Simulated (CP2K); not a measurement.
Two runs for the S L₂,₃ edge of dimethyl sulfoxide monohydrate. Run A: CP2K XAS_TDP, all-electron GAPW, PBEh(45%), aug-cc-pVDZ, TDA, ZORA, spin–orbit coupling. Run B differs in one setting.

First lines with a strength over 0.0003. A:

| atom | energy (eV) | states | strength, one atom |
| --- | --- | --- | --- |
| S2 (bonded to 2 C and O) | 166.35 | 3 | 0.0003 |
|  | 166.36 | 1 | 0.0003 |
|  | 166.51 | 2 | 0.0050 |
|  | 166.52 | 2 | 0.0005 |
|  | 166.97 | 1 | 0.0023 |

B:

| atom | energy (eV) | states | strength, one atom |
| --- | --- | --- | --- |
| S2 (bonded to 2 C and O) | 162.58 | 3 | 0.0003 |
|  | 162.61 | 1 | 0.0006 |
|  | 162.71 | 1 | 0.0004 |
|  | 162.72 | 1 | 0.0008 |
|  | 162.74 | 2 | 0.0023 |

Q: Which was it: the functional, the basis, GW2X switched on?

The functional (functional from PBEh(45%) to PBE0; the lines alone don't name the new value). A functional moves all lines by electronvolts and changes their spacings and strengths. The lowest line over the strength cut lies at 162.58 eV, against 166.35 eV (PBEh(45%), aug-cc-pVDZ).

[Hosts, paths, dates, database ids (printed as entryN), source tags and the programs' standing remarks are cut or masked in the printed files.]
